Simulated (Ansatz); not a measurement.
**CdPbS3 (model cell, started as cubic perovskite with Pb in the octahedra): from the cell to its phonons**

Aim: the vibrations of CdPbS3 (model cell, started as cubic perovskite with Pb in the octahedra), their spectra, and whether the structure is stable.

Program: Ansatz 0.2.0. Level of theory: DFT r2SCAN, scalar-relativistic, plane waves, PAW; PAW set soft_1. Results are calculated unless marked as measured.

The structure was built from a prototype and need not be the compound's stable phase.

**1. The structure**

The structure is cubic, space group Pm-3m (No. 221). The conventional cell has a = 5.125 Å, b = 5.125 Å, c = 5.125 Å, α = 90.00°, β = 90.00°, γ = 90.00°. Nearest to Cd lie 12 S at 3.62 Å. Pb has 6 S at 2.56 Å nearest. Nearest to S lie 2 Pb at 2.56 Å. Farther neighbours and most contacts between anions are not listed.

Coordinates:

```cif
data_structure
_symmetry_space_group_name_H-M 'Pm-3m'
_symmetry_Int_Tables_number 221
_cell_length_a 5.1254
_cell_length_b 5.1254
_cell_length_c 5.1254
_cell_angle_alpha 90.000
_cell_angle_beta 90.000
_cell_angle_gamma 90.000
_cell_volume 134.64
loop_
_atom_site_label
_atom_site_type_symbol
_atom_site_symmetry_multiplicity
_atom_site_Wyckoff_symbol
_atom_site_fract_x
_atom_site_fract_y
_atom_site_fract_z
_atom_site_occupancy
Cd1 Cd 1 a 0.00000 0.00000 0.00000 1
Pb1 Pb 1 b 0.50000 0.50000 0.50000 1
S1 S 3 c 0.50000 0.50000 0.00000 1
```

**2. Bringing the structure to rest**

Harmonic phonons are second derivatives at a point where the forces vanish, and they are wanted at zero stress, so atoms and cell are relaxed first.

input.yaml reads:

```yaml
crystal:
  lattice:
    - [5.1254, 0.0, 0.0]
    - [0.0, 5.1254, 0.0]
    - [0.0, 0.0, 5.1254]
  atoms:
    - { symbol: Cd, position: [0.0, 0.0, 0.0] }
    - { symbol: Pb, position: [0.5, 0.5, 0.5] }
    - { symbol: S, position: [0.5, 0.5, 0.0] }
    - { symbol: S, position: [0.5, 0.0, 0.5] }
    - { symbol: S, position: [0.0, 0.5, 0.5] }
kpoints:
  mp_grid: { grid: [8, 8, 8] }
hamiltonian:
  xc: r2scan
  pseudopotentials: { kind: paw, azcp: { folder: soft_1 } }
scf:
  occupations: { method: gaussian, width: 0.1 }
output:
  forces: true
  stress: true
  eigenvalues: true
  write_density: true
  write_potential: true
  elf: true
  volumetric_format: npy
relax:
  adjacent_minimum: "off"
  f_tol: 0.005
  max_steps: 80
  cell: { stress_tol: 0.05 }
```

On the command line:

```sh
$ ansatz run input.yaml --threads 4 --pin off --max-ram 16384MiB --backend cpu --events-out ev --progress --plain --runs-dir out
```

Numbers of over 12 decimals in the logs are rounded to 6 here.

The program printed:

```text
Engine: ansatz 0.2.0, aarch64-unknown-linux-gnu
Pseudopotentials: kind: paw
Pseudopotential: Cd, paw, valence charge 20, recommended cutoff 500 eV (meta_gga), soft_1/Cd.paw.azcp
Pseudopotential: Pb, paw, valence charge 14, recommended cutoff 500 eV (meta_gga), soft_1/Pb.paw.azcp
Pseudopotential: S, paw, valence charge 6, recommended cutoff 500 eV (meta_gga), soft_1/S.paw.azcp
Functional definition: r2SCAN
  parameter k0 = 0.174
  parameter k1 = 0.065
  parameter a1 = 4.9479
  exchange = r2scan_x(k0 = k0, k1 = k1, a1 = a1)
  correlation = r2scan_c
Crystal: 5 atoms, lattice volume = 134.643 Å³
Basis set: ecut = 500 eV, 3407 PW (Γ), exchange–correlation on 160×160×160 points (64 copies of the dense FFT grid, shifted against one another)
Bands: 32, of which v1, the nominal top of the filled ones, is band 26 counted from 1 (25 counted from 0)
Symmetry: 48 space group operations
Space group: Pm-3m (ITA 221), of the structure as read, at distance tolerance 5.1e-5 Å
k-points: 35 of 512
Non-local potential: Cd, projectors of the file, l = 0: 3, l = 1: 2, l = 2: 2, l = 3: 1
Non-local potential: Pb, projectors of the file, l = 0: 2, l = 1: 2, l = 2: 2, l = 3: 1
Non-local potential: S, projectors of the file, l = 0: 2, l = 1: 2, l = 2: 1
PAW form: soft (Blöchl's): semilocal exchange-correlation on the pseudo side does not see the compensation charge
PAW frozen core: Cd, regenerated for the run's functional (the file was generated under x = pbe(κ = 0.804, μ = 0.219515), c = pbe(β = 0.066725))
PAW frozen core: Pb, regenerated for the run's functional (the file was generated under x = pbe(κ = 0.804, μ = 0.219515), c = pbe(β = 0.066725))
PAW frozen core: S, regenerated for the run's functional (the file was generated under x = pbe(κ = 0.804, μ = 0.219515), c = pbe(β = 0.066725))
PAW one-centre angular grid: Cd, 590 points (default); XC on 160 Gauss nodes
PAW one-centre angular grid: Pb, 590 points (default); XC on 160 Gauss nodes
PAW one-centre angular grid: S, 302 points (default); XC on 160 Gauss nodes
Initial density: superposition of atomic densities (chi_scale 0.1, normalization cell, long waves kept (reshape's long-wave potential 0.05 eV rms))
Initial wavefunctions: pseudopotential atomic-orbital guess
Functional: x = r2scan, c = r2scan; τ floored in thin density (d = 2e-4 eV/Å³)
SCF iter   1: F=—  HF=-22907.294430 eV  |F-HF|=—  |Δ(HF+E_count)|=         —  Δρ=4.38e-2  dr2=3.35e0  dr2_τ=1.61e-2  ethr=3.10e-3  ⟨swp⟩=7.9  Hψ=5364  notcnv=0  defer=1
preconditioner: auto → Kerker (q_TF=auto, 2.328 Å⁻¹)  [metal: Δε(μ)=0.055 eV  Ē_g=12.404 eV  σ=0.100 eV  W_gap=0.30  n_scr=26 (ndim 8)  ℏωp=21.2 eV  f_vac=0.008  D(μ)=3.63/eV (n_scr^D=26)]
SCF iter   2: F=—  HF=-22906.546667 eV  |F-HF|=—  |Δ(HF+E_count)|=   7.48e-1  Δρ=2.05e-2  dr2=8.66e-1  dr2_τ=3.06e-2  ethr=3.10e-3  ⟨swp⟩=2.9  Hψ=2790  notcnv=0  defer=32
SCF iter   3: F=—  HF=-22906.444537 eV  |F-HF|=—  |Δ(HF+E_count)|=   1.02e-1  Δρ=7.35e-3  dr2=1.26e-1  dr2_τ=1.25e-3  ethr=1.67e-3  ⟨swp⟩=3.2  Hψ=1853  notcnv=0  defer=32
SCF iter   4: F=—  HF=-22906.437769 eV  |F-HF|=—  |Δ(HF+E_count)|=   6.77e-3  Δρ=2.03e-3  dr2=7.41e-3  dr2_τ=4.14e-4  ethr=2.42e-4  ⟨swp⟩=2.6  Hψ=2144  notcnv=0  defer=35
SCF iter   5: F=—  HF=-22906.438299 eV  |F-HF|=—  |Δ(HF+E_count)|=   5.30e-4  Δρ=7.09e-4  dr2=1.56e-3  dr2_τ=8.53e-5  ethr=1.43e-5  ⟨swp⟩=2.0  Hψ=1610  notcnv=0  defer=35
SCF iter   6: F=—  HF=-22906.438431 eV  |F-HF|=—  |Δ(HF+E_count)|=   1.32e-4  Δρ=2.51e-4  dr2=1.38e-4  dr2_τ=4.22e-6  ethr=3.01e-6  ⟨swp⟩=2.3  Hψ=1750  notcnv=0  defer=35
SCF iter   7: F=—  HF=-22906.438469 eV  |F-HF|=—  |Δ(HF+E_count)|=   3.75e-5  Δρ=7.78e-5  dr2=9.71e-6  dr2_τ=6.37e-7  ethr=2.66e-7  ⟨swp⟩=2.3  Hψ=1766  notcnv=0  defer=35
SCF iter   8: F=—  HF=-22906.438479 eV  |F-HF|=—  |Δ(HF+E_count)|=   9.92e-6  Δρ=2.52e-5  dr2=1.31e-6  dr2_τ=3.73e-8  ethr=1.87e-8  ⟨swp⟩=2.1  Hψ=1820  notcnv=0  defer=34
SCF iter   9: F=-22906.438479 eV  HF=-22906.438479 eV  |F-HF|=1.38e-8  |Δ(HF+E_count)|=   5.06e-7  Δρ=6.52e-6  dr2=7.57e-8  dr2_τ=1.04e-9  ethr=1.92e-10  ⟨swp⟩=16.3  Hψ=10510  notcnv=0
SCF 1 converged in 9 iterations: F = -22906.438479 eV  dr2 = 7.57e-8
  greatest PAW one-centre occupation: 1.002 electrons in one spin orbital (limit 2), on the Cd atom at site 0 (counted from 0), in its partial waves of l = 0
relax step   1: F+E_penalty+E_count = -22906.43847919 eV  Δ(F+E_penalty+E_count) = +0.000e0 eV  max|allowed force component| = 5.206e-28 eV/Å  Δτ_max = 0.0000 Å  P = -0.305 GPa  Ω = 134.643 Å³  (9 SCF iters, dr2 threshold 1.00e-7 eV, accepted)
Crystal: 5 atoms, lattice volume = 133.773 Å³
Initial density: handed on by an earlier stage of this run
Initial wavefunctions: those handed on with the density
iter 1 solved again at ethr=4.86e-7 eV; its pass at ethr=3.10e-3 eV (dr2=2.53e-4 eV) is discarded
SCF iter   1: F=—  HF=-22906.437286 eV  |F-HF|=—  |Δ(HF+E_count)|=         —  Δρ=2.40e-4  dr2=1.62e-4  dr2_τ=1.14e-3  ethr=4.86e-7  ⟨swp⟩=3.1  Hψ=6469  notcnv=0
preconditioner: auto → Kerker (q_TF=auto, 2.331 Å⁻¹)  [metal: Δε(μ)=0.086 eV  Ē_g=12.521 eV  σ=0.100 eV  W_gap=0.40  n_scr=26 (ndim 8)  ℏωp=21.3 eV  f_vac=0.008  D(μ)=3.84/eV (n_scr^D=26)]
SCF iter   2: F=—  HF=-22906.439484 eV  |F-HF|=—  |Δ(HF+E_count)|=   2.20e-3  Δρ=2.87e-4  dr2=1.73e-4  dr2_τ=8.28e-6  ethr=3.12e-7  ⟨swp⟩=3.0  Hψ=2106  notcnv=0
SCF iter   3: F=—  HF=-22906.439459 eV  |F-HF|=—  |Δ(HF+E_count)|=   2.47e-5  Δρ=1.58e-4  dr2=4.66e-5  dr2_τ=8.95e-7  ethr=3.12e-7  ⟨swp⟩=1.0  Hψ=1120  notcnv=0
SCF iter   4: F=—  HF=-22906.439456 eV  |F-HF|=—  |Δ(HF+E_count)|=   3.51e-6  Δρ=4.78e-5  dr2=3.37e-6  dr2_τ=1.07e-7  ethr=8.95e-8  ⟨swp⟩=2.3  Hψ=1466  notcnv=0
SCF iter   5: F=—  HF=-22906.439456 eV  |F-HF|=—  |Δ(HF+E_count)|=   8.11e-7  Δρ=1.81e-5  dr2=5.01e-7  dr2_τ=1.32e-8  ethr=6.48e-9  ⟨swp⟩=2.2  Hψ=1758  notcnv=0
SCF iter   6: F=-22906.439456 eV  HF=-22906.439456 eV  |F-HF|=3.86e-8  |Δ(HF+E_count)|=   3.54e-8  Δρ=5.27e-6  dr2=6.65e-8  dr2_τ=1.95e-9  ethr=4.48e-10  ⟨swp⟩=12.1  Hψ=8892  notcnv=0
SCF 2 converged in 6 iterations: F = -22906.439456 eV  dr2 = 6.65e-8
relax step   2: F+E_penalty+E_count = -22906.43945641 eV  Δ(F+E_penalty+E_count) = -9.772e-4 eV  max|allowed force component| = 1.257e-29 eV/Å  Δτ_max = 0.0000 Å  P = +0.006 GPa  Ω = 133.773 Å³  energy of the carried Pulay correction = +1.594e-4 eV  (6 SCF iters, dr2 threshold 2.33e-7 eV, accepted)
Initial wavefunctions: pseudopotential atomic-orbital guess (no wavefunctions were taken with the density)
iter 1 solved again at ethr=2.32e-7 eV; its pass at ethr=3.10e-3 eV (dr2=1.20e-4 eV) is discarded
SCF iter   1: F=—  HF=-22906.439301 eV  |F-HF|=—  |Δ(HF+E_count)|=         —  Δρ=1.08e-5  dr2=8.24e-8  dr2_τ=1.22e-7  ethr=2.32e-7  ⟨swp⟩=4.0  Hψ=9155  notcnv=0
eigensolver tolerance schedule: the retry pair's looser diagonalisation over-reported the residual by 1460.35 of it (diagonalisation noise at 0.12 of the residual, at the tolerance the schedule requests for it); recorded, not acted on — ethr = c·dr2/N_el stays at c = 1.0e-1
preconditioner: auto → Kerker (q_TF=auto, 2.331 Å⁻¹)  [metal: Δε(μ)=0.086 eV  Ē_g=12.521 eV  σ=0.100 eV  W_gap=0.41  n_scr=26 (ndim 8)  ℏωp=21.3 eV  f_vac=0.008  D(μ)=3.85/eV (n_scr^D=26)]
SCF iter   2: F=—  HF=-22906.439304 eV  |F-HF|=—  |Δ(HF+E_count)|=   3.57e-6  Δρ=5.04e-6  dr2=1.13e-8  dr2_τ=3.34e-9  ethr=1.58e-10  ⟨swp⟩=3.1  Hψ=2443  notcnv=0
SCF iter   3: F=—  HF=-22906.439304 eV  |F-HF|=—  |Δ(HF+E_count)|=   8.61e-9  Δρ=1.12e-6  dr2=9.06e-10  dr2_τ=1.45e-10  ethr=2.17e-11  ⟨swp⟩=2.4  Hψ=1882  notcnv=0
SCF iter   4: F=—  HF=-22906.439304 eV  |F-HF|=—  |Δ(HF+E_count)|=  7.68e-10  Δρ=2.75e-7  dr2=1.24e-10  dr2_τ=3.70e-12  ethr=1.74e-12  ⟨swp⟩=2.6  Hψ=1898  notcnv=0
SCF iter   5: F=-22906.439304 eV  HF=-22906.439304 eV  |F-HF|=1.46e-11  |Δ(HF+E_count)|=  5.46e-11  Δρ=8.44e-8  dr2=8.66e-12  dr2_τ=4.03e-13  ethr=1.00e-12  ⟨swp⟩=9.8  Hψ=6925  notcnv=0
SCF 3 converged in 5 iterations: F = -22906.439304 eV  dr2 = 8.66e-12
relax step   3: F+E_penalty+E_count = -22906.43930424 eV  Δ(F+E_penalty+E_count) = +1.522e-4 eV  max|allowed force component| = 1.365e-29 eV/Å  Δτ_max = 0.0000 Å  P = +0.006 GPa  Ω = 133.773 Å³  stress off target by 5.73e-3 GPa  SCF on the basis re-selected at this cell (its energy is not comparable with the rows above)  (5 SCF iters)
basis re-selected at this cell: Δ(F+E_penalty+E_count) = +1.522e-4 eV, ΔP = -0.001 GPa vs the last step (what re-selecting the basis moved, of the pressure what is left beyond the Pulay correction that the steps carried, after the strain that the cell walked since its last selection, with what the two solves' SCF thresholds leave and, on support functions, any second-order correction that the steps lacked; it is no m [...]
SCF converged after 5 iterations
Free energy (F): -22906.439304 eV
Harris-Foulkes:  -22906.439304 eV  (|F-HF|=1.46e-11)
Internal energy: -22906.420036 eV  (E = F + TS)
E sigma→0 (E₀):  -22906.429670 eV
Entropy (-TS):   -0.019268 eV (-3.854 meV/atom)
Fermi energy:    5.715068 eV
--- Per-component energies (eV) ---
  E_band       = -683.378171
  E_kinetic    = 1046.300515
  E_local      = -5663.033880  (includes V_loc(G=0)·N_el)
  E_nonlocal   = 536.520658
  E_hartree    = 2443.227767
  E_xc         = -585.409080
  E_vxc        = -623.101272  (∫ρ·V_xc dr)
  E_paw        = -16404.287789  (= ΣΔE_a)
  E_vpaw       = -904.418547  (= ΣTr[D̂ρ^β])
  E_aug_tail   = 0.000008  (compensation charges beyond the density's cutoff)
  E_vtau       = 37.898939  (kinetic-family band-sum trace: ∫τ·v_τ [+ j·A + Jᵃ·Aᵃ] dr)
  E_ewald      = -4279.809472
  E_core_change = 0.071237  (= ΣΔE_core)
  E_smearing   = -0.019268  (= −TS)
  E_closure    = 0.000000  (closes the sum)
  Σ components = -22906.439304   (vs F -22906.439304, Δ=0.00e0)
--- Forces (eV/Å), atoms counted from 1 ---
  atom   1  Cd     0.00000000     0.00000000    -0.00000000
  atom   2  Pb    -0.00000000    -0.00000000     0.00000000
  atom   3  S     -0.00000000    -0.00000000     0.00000000
  atom   4  S     -0.00000000     0.00000000     0.00000000
  atom   5  S      0.00000000     0.00000000    -0.00000000
  max |Σ_I F_I| component: 1.81e-29 eV/Å
--- Stress (GPa, compression-positive) ---
        0.005728      -0.000000       0.000000
       -0.000000       0.005728      -0.000000
        0.000000      -0.000000       0.005728
  P = ⅓ Tr σ = 0.0057 GPa (0.057 kbar)
--- Band table (eV; the first three rows and the last of 35) ---
  k-point 0: bands = [... 22 lower, 4.8722, 4.8722, 4.9136, 4.9136, 4.9136, 4.9382, 12.5950, 12.5950, ... 2 higher]
  k-point 1: bands = [... 22 lower, 4.8127, 4.8127, 4.8720, 4.9150, 4.9150, 5.7221, 11.7409, 12.1838, ... 2 higher]
  k-point 2: bands = [... 22 lower, 4.6299, 4.6299, 4.7757, 4.9560, 4.9560, 6.5726, 10.7603, 11.7639, ... 2 higher]
  k-point 34: bands = [... 22 lower, 5.3253, 5.3253, 5.9776, 5.9776, 5.9776, 9.5049, 9.5049, 9.5049, ... 2 higher]
--- Relaxed structure (2 steps of the walk, 2 accepted, 1 SCFs on fresh bases) ---
  F+E_penalty+E_count = -22906.43930424 eV   max|allowed force component| = 1.365e-29 eV/Å   (the final SCF, on the basis selected at the relaxed cell)
  cell:  # Å, volume = 133.7732 Å³
    - [5.114342, 0, 0]
    - [0.0, 5.114342, 0]
    - [0, 0, 5.114342]
  atoms:
    - { symbol: Cd, position: [0, 0, 0] }
    - { symbol: Pb, position: [0.5, 0.5, 0.5] }
    - { symbol: S, position: [0.5, 0.5, 0] }
    - { symbol: S, position: [0.5, 0, 0.5] }
    - { symbol: S, position: [0, 0.5, 0.5] }
```

Elapsed: 20 s, on 4 threads of Arm Neoverse V1, shared host; peak memory 0.8 GiB.

Relaxation path:

```csv
step,energy less that of the first step (eV),largest force component (eV/Å),pressure (GPa),volume (Å³)
1,0.0000,0.0000,-0.31,134.64
2,-0.0010,0.0000,0.01,133.77
3*,-0.0008,0.0000,0.01,133.77
```

Relaxation steps marked * repeat the geometry before them on a plane-wave basis chosen anew for their cell, so energy and pressure can jump there.

Forces are held to the 48 operations that the run works with; a distortion that breaks them can't arise in this run.

```csv
"conventional cell, symmetrised",before,after,change
a (Å),5.125,5.114,-0.2 %
b (Å),5.125,5.114,-0.2 %
c (Å),5.125,5.114,-0.2 %
volume (Å³/atom),26.93,26.75,-0.6 %
```

The relaxed structure:

```cif
data_structure
_symmetry_space_group_name_H-M 'P 1'
_symmetry_Int_Tables_number 1
_cell_length_a 5.1143
_cell_length_b 5.1143
_cell_length_c 5.1143
_cell_angle_alpha 90.000
_cell_angle_beta 90.000
_cell_angle_gamma 90.000
_cell_volume 133.77
loop_
_atom_site_label
_atom_site_type_symbol
_atom_site_fract_x
_atom_site_fract_y
_atom_site_fract_z
_atom_site_occupancy
Cd1 Cd 0.00000 0.00000 0.00000 1
Pb2 Pb 0.50000 0.50000 0.50000 1
S3 S 0.50000 0.50000 0.00000 1
S4 S 0.50000 0.00000 0.50000 1
S5 S 0.00000 0.50000 0.50000 1
```

This step gave:

```yaml
pressure: 0.005728 GPa
volume_per_atom: 26.75 Å³
gap_on_the_k_mesh: 0 eV
```

ELF in the ac plane at fractional y = 0.500, with atoms of Pb and S within 0.2 Å of it. It is the smooth field of the valence electrons, not physical close to the nuclei.

Ten even steps from '_' (0.01) to '@' (0.87), each cell a mean:
```
____::**@@@@--..**@@%%==____
..____--##@@%%%%@@%%++..____
**==..__::++**##**==..__::++
@@%%++....::------::..--##@@
@@@@%%==::==----==--::**@@@@
::**%%++----____::----##%%--
__==%%++----____..----##%%..
**%%%%++--==::..------##@@##
@@@@##--::----==--::::==%%@@
%%**--__..--====--::....==##
--..__..++##%%%%%%**--____::
____..++%%@@##++%%@@##--____
____::##@@%%..__++@@@@++..__
```
Columns run along a (5.1 Å), rows up along c (5.1 Å). Atoms in or near the plane, at fractional coordinates: Pb at (0.50, 0.50), S at (0.50, 0.00), S at (0.00, 0.50).

Electrostatic potential energy in the ac plane at fractional y = 0.500, with atoms of Pb and S within 0.2 Å of it. With pseudopotentials it is smooth inside the atoms' cores, unlike the true potential.

Values in eV, 13 rows by 14 columns, each cell a mean:
```
 11  11  11  10   4 -20 -35 -32 -32  -7   8  11  11  11
 11  11  11  11   8  -2 -18 -23 -11   4   9  11  11  11
 11  11  11  10   9   6   2   1   4   7  10  11  11  11
  5   7   9   9   6   2  -4  -6  -1   4   8   9   8   6
-22 -10   3   6   0 -17 -32 -34 -27  -7   4   6  -2 -17
-32 -33  -8   2  -9 -33 -32 -29 -35 -23  -1   0 -21 -35
-25 -35 -12   1 -12 -34 -29 -26 -34 -26  -2  -1 -26 -32
-34 -24  -2   4  -4 -27 -35 -34 -35 -16   1   3 -11 -32
 -4   2   7   7   4  -5 -18 -22 -13   0   6   8   5  -2
  9  10  10  10   8   5   2   1   3   6   9  10  10   9
 11  11  11  11   9   4  -4  -7   0   6  10  11  11  11
 11  11  11  10   6 -11 -32 -35 -24  -1   9  11  11  11
 11  11  11  10   2 -24 -32 -25 -34 -10   7  11  11  11
```
Columns run along a (5.1 Å; values clipped at the 3rd and 97th percentile), rows up along c (5.1 Å). Atoms in or near the plane, at fractional coordinates: Pb at (0.50, 0.50), S at (0.50, 0.00), S at (0.00, 0.50).

Valence density in the ac plane at fractional y = 0.500, with atoms of Pb and S within 0.2 Å of it. It is the smooth field of the valence electrons, not physical close to the nuclei.

Ten steps, logarithmic in the rise over the least value, from '_' (0.0 e/Å³) to '@' (7.8 e/Å³), each cell a mean:
```
______::==++++==++==--..____
______..--==++++++--::..____
........::--====--::........
----::..::--====--::..::::--
++++==----++####**==----==++
==++++====##@@@@%%**====++++
--++++==++##@@@@%%**====++==
++++==--==**%%%%##++--==++++
====--::::==++**++--::::--==
::::......----==--::......::
______..::--==++==--....____
______..--++++++++==::..____
______::==++==--++++--..____
```
Columns run along a (5.1 Å), rows up along c (5.1 Å). Atoms in or near the plane, at fractional coordinates: Pb at (0.50, 0.50), S at (0.50, 0.00), S at (0.00, 0.50).

In this step the volume went from 26.93 to 26.75 Å³/atom.

(Continued in part 2 of 2.)

[Logs are printed without paths, hosts, clocks, repeated set-up lines and the standing remarks that a program may print on its own settings, such as how far it seeks lower states.]

[Hosts, paths, dates, database ids (printed as entryN), source tags and the programs' standing remarks are cut or masked in the printed files.]
